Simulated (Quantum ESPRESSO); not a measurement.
# Ni3Pt: which magnetic order is lowest, part 2 of 2

A self-consistent run ends on one state, which hangs on the start. Several orders of Ni3Pt are started in Quantum ESPRESSO and their energies compared.

Quantum ESPRESSO 7.5; PBEsol; plane waves with GBRV 1.5 PBEsol potentials, no spin-orbit coupling.

So far, absolute magnetization (μB): step 2 (start 1: ferro +++) 2.66.

## Step 3: Run 2 (antiferro q=(1/2,1/2,1/2) +−+−+−)

The cell is doubled to 8 atoms to hold this order. The wavevector q is in fractions of the reciprocal vectors of the crystal's primitive cell, as the cells of these inputs are built from it; moments change sign between cells as cos(2π q·R).

pw.in reads:

```
&CONTROL
  calculation = 'scf'
  prefix = 'pwscf'
  outdir = './tmp'
  pseudo_dir = './pseudo'
  disk_io = 'nowf'
/
&SYSTEM
  ibrav = 0
  celldm(1) = 8
  nat = 8
  ntyp = 3
  ecutwfc = 40
  ecutrho = 280
  nbnd = 85
  occupations = 'smearing'
  smearing = 'fd'
  degauss = 0.00734986
  nspin = 2
  starting_magnetization(1) = 0.0556
  starting_magnetization(2) = -0.0556
  starting_magnetization(3) = 0
/
&ELECTRONS
  conv_thr = 1.6d-08
  electron_maxstep = 150
  mixing_beta = 0.3
/
ATOMIC_SPECIES
Ni1    58.6934 ni_pbesol_v1.4.uspp.F.UPF
Ni2    58.6934 ni_pbesol_v1.4.uspp.F.UPF
Pt    195.0840 pt_pbesol_v1.4.uspp.F.UPF
CELL_PARAMETERS alat
   1.7123596383785    0.0000000000000    0.0000000000000
   0.8561798191892    0.8561798191892    0.0000000000000
   0.8561798191892    0.0000000000000    0.8561798191892
ATOMIC_POSITIONS crystal
Ni1     0.0000000000    0.0000000000    0.5000000000
Ni2     0.5000000000    0.0000000000    0.5000000000
Ni1     0.5000000000    0.5000000000    0.5000000000
Ni2     0.0000000000    0.5000000000    0.5000000000
Ni1     0.0000000000    0.5000000000    0.0000000000
Ni2     0.5000000000    0.5000000000    0.0000000000
Pt      0.0000000000    0.0000000000    0.0000000000
Pt      0.5000000000    0.0000000000    0.0000000000
K_POINTS automatic
5 10 10 0 0 0
```

Run with:

```console
$ OMP_NUM_THREADS=1 mpirun -n 4 pw.x -nk 4 -in pw.in > pw.out
```

The log of the run:

```text
[banner, memory and clock lines left out]
Program PWSCF v.7.5 starts

     Message from routine setup:
     using ibrav=0 with symmetry is DISCOURAGED, use correct ibrav instead

     bravais-lattice index     =            0
     lattice parameter (alat)  =       8.0000  a.u.
     unit-cell volume          =     642.6802 (a.u.)^3
     number of atoms/cell      =            8
     number of atomic types    =            3
     number of electrons       =       140.00
     number of Kohn-Sham states=           85
     kinetic-energy cutoff     =      40.0000  Ry
     charge density cutoff     =     280.0000  Ry
     scf convergence threshold =      1.6E-08
     mixing beta               =       0.3000
     number of iterations used =            8  plain     mixing
     Exchange-correlation= SLA  PW   PSX  PSC
                           (   1   4  10   8   0   0   0)

     celldm(1)=   8.000000  celldm(2)=   0.000000  celldm(3)=   0.000000
     celldm(4)=   0.000000  celldm(5)=   0.000000  celldm(6)=   0.000000

     crystal axes: (cart. coord. in units of alat)
               a(1) = (   1.712360   0.000000   0.000000 )
               a(2) = (   0.856180   0.856180   0.000000 )
               a(3) = (   0.856180   0.000000   0.856180 )

     reciprocal axes: (cart. coord. in units 2 pi/alat)
               b(1) = (  0.583989 -0.583989 -0.583989 )
               b(2) = (  0.000000  1.167979  0.000000 )
               b(3) = (  0.000000  0.000000  1.167979 )

     PseudoPot. # 1 for Ni read from file:
     ni_pbesol_v1.4.uspp.F.UPF
     Pseudo is Ultrasoft + core correction, Zval = 18.0

     PseudoPot. # 2 for Ni read from file:
     ni_pbesol_v1.4.uspp.F.UPF
     Pseudo is Ultrasoft + core correction, Zval = 18.0

     PseudoPot. # 3 for Pt read from file:
     pt_pbesol_v1.4.uspp.F.UPF
     Pseudo is Ultrasoft + core correction, Zval = 16.0

     atomic species   valence    mass     pseudopotential
     Ni1              18.00    58.69340     Ni( 1.00)
     Ni2              18.00    58.69340     Ni( 1.00)
     Pt               16.00   195.08400     Pt( 1.00)

     Starting magnetic structure
     atomic species   magnetization
     Ni1             0.056
     Ni2            -0.056
     Pt              0.000

     12 Sym. Ops., with inversion, found

   Cartesian axes

     site n.     atom                  positions (alat units)
         1        Ni1    tau(   1) = (   0.4280899   0.0000000   0.4280899  )
         2        Ni2    tau(   2) = (   1.2842697   0.0000000   0.4280899  )
         3        Ni1    tau(   3) = (   1.7123596   0.4280899   0.4280899  )
         4        Ni2    tau(   4) = (   0.8561798   0.4280899   0.4280899  )
         5        Ni1    tau(   5) = (   0.4280899   0.4280899   0.0000000  )
         6        Ni2    tau(   6) = (   1.2842697   0.4280899   0.0000000  )
         7        Pt     tau(   7) = (   0.0000000   0.0000000   0.0000000  )
         8        Pt     tau(   8) = (   0.8561798   0.0000000   0.0000000  )

     number of k points=    58  Fermi-Dirac smearing, width (Ry)=  0.0073
                       cart. coord. in units 2pi/alat
        k(    1) = (   0.0000000   0.0000000   0.0000000), wk =   0.0020000
        k(    2) = (   0.0000000   0.0000000   0.1167979), wk =   0.0120000
        k(    3) = (   0.0000000   0.0000000   0.2335958), wk =   0.0120000
        k(    4) = (   0.0000000   0.0000000   0.3503937), wk =   0.0120000
        k(    5) = (   0.0000000   0.0000000   0.4671916), wk =   0.0120000
        [... 53 further k-points ...]

     Dense  grid:    50701 G-vectors     FFT dimensions: (  75,  54,  54)

     Smooth grid:    22123 G-vectors     FFT dimensions: (  60,  40,  40)

     Check: negative core charge=   -0.000013
     Generating pointlists ...
     new r_m :   0.2497 (alat units)  1.9979 (a.u.) for type    1
     new r_m :   0.2497 (alat units)  1.9979 (a.u.) for type    2
     new r_m :   0.2497 (alat units)  1.9979 (a.u.) for type    3

     Initial potential from superposition of free atoms

     starting charge     127.0000, renormalised to     140.0000

     negative rho (up, down):  2.003E-01 2.003E-01
     Starting wfcs are  102 randomized atomic wfcs

     Self-consistent Calculation

     iteration #  1     ecut=    40.00 Ry     beta= 0.30
     Davidson diagonalization with overlap
     ethr =  1.00E-02,  avg # of iterations =  3.1

     negative rho (up, down):  1.889E-01 1.889E-01

     total energy              =   -2437.92054609 Ry
     estimated scf accuracy    <     172.54146844 Ry

     total magnetization       =     0.00 Bohr mag/cell
     absolute magnetization    =     2.32 Bohr mag/cell

     iteration #  2     ecut=    40.00 Ry     beta= 0.30
     Davidson diagonalization with overlap
     ethr =  1.00E-02,  avg # of iterations =  3.0

     negative rho (up, down):  1.782E-01 1.782E-01

     total energy              =   -2469.62116931 Ry
     estimated scf accuracy    <      82.34117340 Ry

     total magnetization       =    -0.00 Bohr mag/cell
     absolute magnetization    =     0.30 Bohr mag/cell

     [... further iterations left out ...]

     iteration # 29     ecut=    40.00 Ry     beta= 0.30
     Davidson diagonalization with overlap
     ethr =  1.10E-10,  avg # of iterations =  3.0

     negative rho (up, down):  1.709E-01 1.709E-01

     total energy              =   -2479.65731871 Ry
     estimated scf accuracy    <       0.00000004 Ry

     total magnetization       =    -0.00 Bohr mag/cell
     absolute magnetization    =     0.04 Bohr mag/cell

     iteration # 30     ecut=    40.00 Ry     beta= 0.30
     Davidson diagonalization with overlap
     ethr =  3.10E-11,  avg # of iterations =  4.0

     negative rho (up, down):  1.709E-01 1.709E-01

     Magnetic moment per site  (integrated on atomic sphere of radius R)
     atom   1 (R=0.250)  charge= 16.8598  magn= -0.0025
     atom   2 (R=0.250)  charge= 16.8599  magn=  0.0015
     atom   3 (R=0.250)  charge= 16.8599  magn= -0.0025
     atom   4 (R=0.250)  charge= 16.8598  magn=  0.0015
     atom   5 (R=0.250)  charge= 16.8598  magn= -0.0025
     atom   6 (R=0.250)  charge= 16.8599  magn=  0.0015
     atom   7 (R=0.250)  charge= 13.3888  magn= -0.0002
     atom   8 (R=0.250)  charge= 13.3891  magn= -0.0002

     End of self-consistent calculation

     Number of k-points >= 100: set verbosity='high' to print the bands.

     the Fermi energy is    19.1574 ev

!    total energy              =   -2479.65732071 Ry
     estimated scf accuracy    <       0.00000002 Ry
     smearing contrib. (-TS)   =      -0.04252715 Ry
     internal energy E=F+TS    =   -2479.61479356 Ry

     The total energy is F=E-TS. E is the sum of the following terms:
     one-electron contribution =   -1226.58321920 Ry
     hartree contribution      =     713.40661861 Ry
     xc contribution           =    -324.48744774 Ry
     ewald contribution        =   -1641.95074522 Ry

     total magnetization       =    -0.00 Bohr mag/cell
     absolute magnetization    =     0.01 Bohr mag/cell

     convergence has been achieved in  30 iterations
```

Run time: 20 min. Hardware: 4 MPI ranks of Intel Xeon at 2.50GHz (Skylake/Cascade Lake), shared host; peak memory 0.98 GiB; 76 min of CPU time.

Spin moment in the atom's sphere by atom:

```
atom  spin moment in the atom's sphere (μB)
 Ni1                                -0.0025
 Ni2                                 0.0015
 Ni3                                -0.0025
 Ni4                                 0.0015
 Ni5                                -0.0025
 Ni6                                 0.0015
 Pt7                                -0.0002
 Pt8                                -0.0002
```

Read from the output:

```yaml
smearing_term_ts: 0.5786 eV
magnetization: 0 μB
absolute_magnetization: 0.013 μB
final_state: non-magnetic
```

## Step 4: Run 3 (ferri ++−)

pw.in reads:

```
&CONTROL
  calculation = 'scf'
  prefix = 'pwscf'
  outdir = './tmp'
  pseudo_dir = './pseudo'
  disk_io = 'nowf'
/
&SYSTEM
  ibrav = 0
  celldm(1) = 8
  nat = 4
  ntyp = 3
  ecutwfc = 40
  ecutrho = 280
  nbnd = 45
  occupations = 'smearing'
  smearing = 'fd'
  degauss = 0.00734986
  nspin = 2
  starting_magnetization(1) = 0.0556
  starting_magnetization(2) = -0.0556
  starting_magnetization(3) = 0
/
&ELECTRONS
  conv_thr = 8d-09
  electron_maxstep = 150
  mixing_beta = 0.3
/
ATOMIC_SPECIES
Ni1    58.6934 ni_pbesol_v1.4.uspp.F.UPF
Ni2    58.6934 ni_pbesol_v1.4.uspp.F.UPF
Pt    195.0840 pt_pbesol_v1.4.uspp.F.UPF
CELL_PARAMETERS alat
   0.8561798191892    0.0000000000000    0.0000000000000
   0.0000000000000    0.8561798191892    0.0000000000000
   0.0000000000000    0.0000000000000    0.8561798191892
ATOMIC_POSITIONS crystal
Ni1     0.5000000000    0.0000000000    0.5000000000
Ni1     0.0000000000    0.5000000000    0.5000000000
Ni2     0.5000000000    0.5000000000    0.0000000000
Pt      0.0000000000    0.0000000000    0.0000000000
K_POINTS automatic
10 10 10 0 0 0
```

The log of the run:

```text
     [... lines left out ...]
Program PWSCF v.7.5 starts
     [... lines left out ...]
     number of atoms/cell      =            4
     [... lines left out ...]
     number of electrons       =        70.00
     number of Kohn-Sham states=           45
     kinetic-energy cutoff     =      40.0000  Ry
     charge density cutoff     =     280.0000  Ry
     scf convergence threshold =      8.0E-09
     [... lines left out ...]
     16 Sym. Ops., with inversion, found
     [... lines left out ...]
     number of k points=   126  Fermi-Dirac smearing, width (Ry)=  0.0073
     [... lines left out ...]
     iteration # 26     ecut=    40.00 Ry     beta= 0.30
     [... lines left out ...]
     Magnetic moment per site  (integrated on atomic sphere of radius R)
     atom   1 (R=0.250)  charge= 16.8595  magn=  0.0001
     atom   2 (R=0.250)  charge= 16.8595  magn=  0.0001
     atom   3 (R=0.250)  charge= 16.8595  magn=  0.0003
     atom   4 (R=0.250)  charge= 13.3885  magn=  0.0001
     [... lines left out ...]
     the Fermi energy is    19.1574 ev
!    total energy              =   -1239.82866058 Ry
     estimated scf accuracy    <          1.8E-09 Ry
     smearing contrib. (-TS)   =      -0.02126376 Ry
     [... lines left out ...]
     total magnetization       =     0.00 Bohr mag/cell
     absolute magnetization    =     0.00 Bohr mag/cell
     convergence has been achieved in  26 iterations
```

Run time: 5 min. Hardware: 4 MPI ranks; peak memory 0.6 GiB; 20 min of CPU time.

Spin moment in the atom's sphere by atom:

```
atom  spin moment in the atom's sphere (μB)
 Ni1                                 0.0001
 Ni2                                 0.0001
 Ni3                                 0.0003
 Pt4                                 0.0001
```

This step gave:

```
smearing term TS       : 0.2893 eV
magnetization          : 0 μB
absolute magnetization : 0 μB
final state            : non-magnetic
```

## Step 5: Energies of the orders

An order is kept where moments of 0.15 μB or more survive with the typed signs; meshes match where a doubled cell samples the same k points as the first cell.

Orders:

```
                           start    final state  typed order kept  energy over the lowest (meV a seeded atom)  largest site moment (μB)  net moment (μB a cell of the first run)  mesh matched  CPU time (s)
                       ferro +++  ferromagnetic               yes                                           0                    0.7257                                    2.398           yes         356.1
antiferro q=(1/2,1/2,1/2) +-+-+-   non-magnetic                no                                       28.36                  0.002461                                 0.001548           yes          4531
                       ferri ++-   non-magnetic                no                                       28.36                         0                                  5.56e-4           yes          1196
```

## Step 6: What came out

* lowest state found: ferromagnetic (from ferro +++)
* largest site moment: 0.726 μB
* state without moments: 28.4 meV a seeded atom higher

What this shows: At this level spin polarisation gains little. 2 starts lost their moments. Only these 3 starts were compared; other wavevectors, canted and longer-period orders were not. Energies are free energies at an electronic temperature of 1160 K, which lowers moments and differences where the moments are itinerant.

[Logs and program files are shortened in this print: banners, set-up blocks, solver, clock and traceback lines can be left out without a mark of their own.]

[Logs are printed without paths, hosts, clocks, repeated set-up lines and the standing remarks that a program may print on its own settings, such as how far it seeks lower states.]

[Hosts, paths, dates, database ids (printed as entryN), source tags and the programs' standing remarks are cut or masked in the printed files.]

[Where a cell is said to come from a database of computed structures, the database is the Materials Project.]
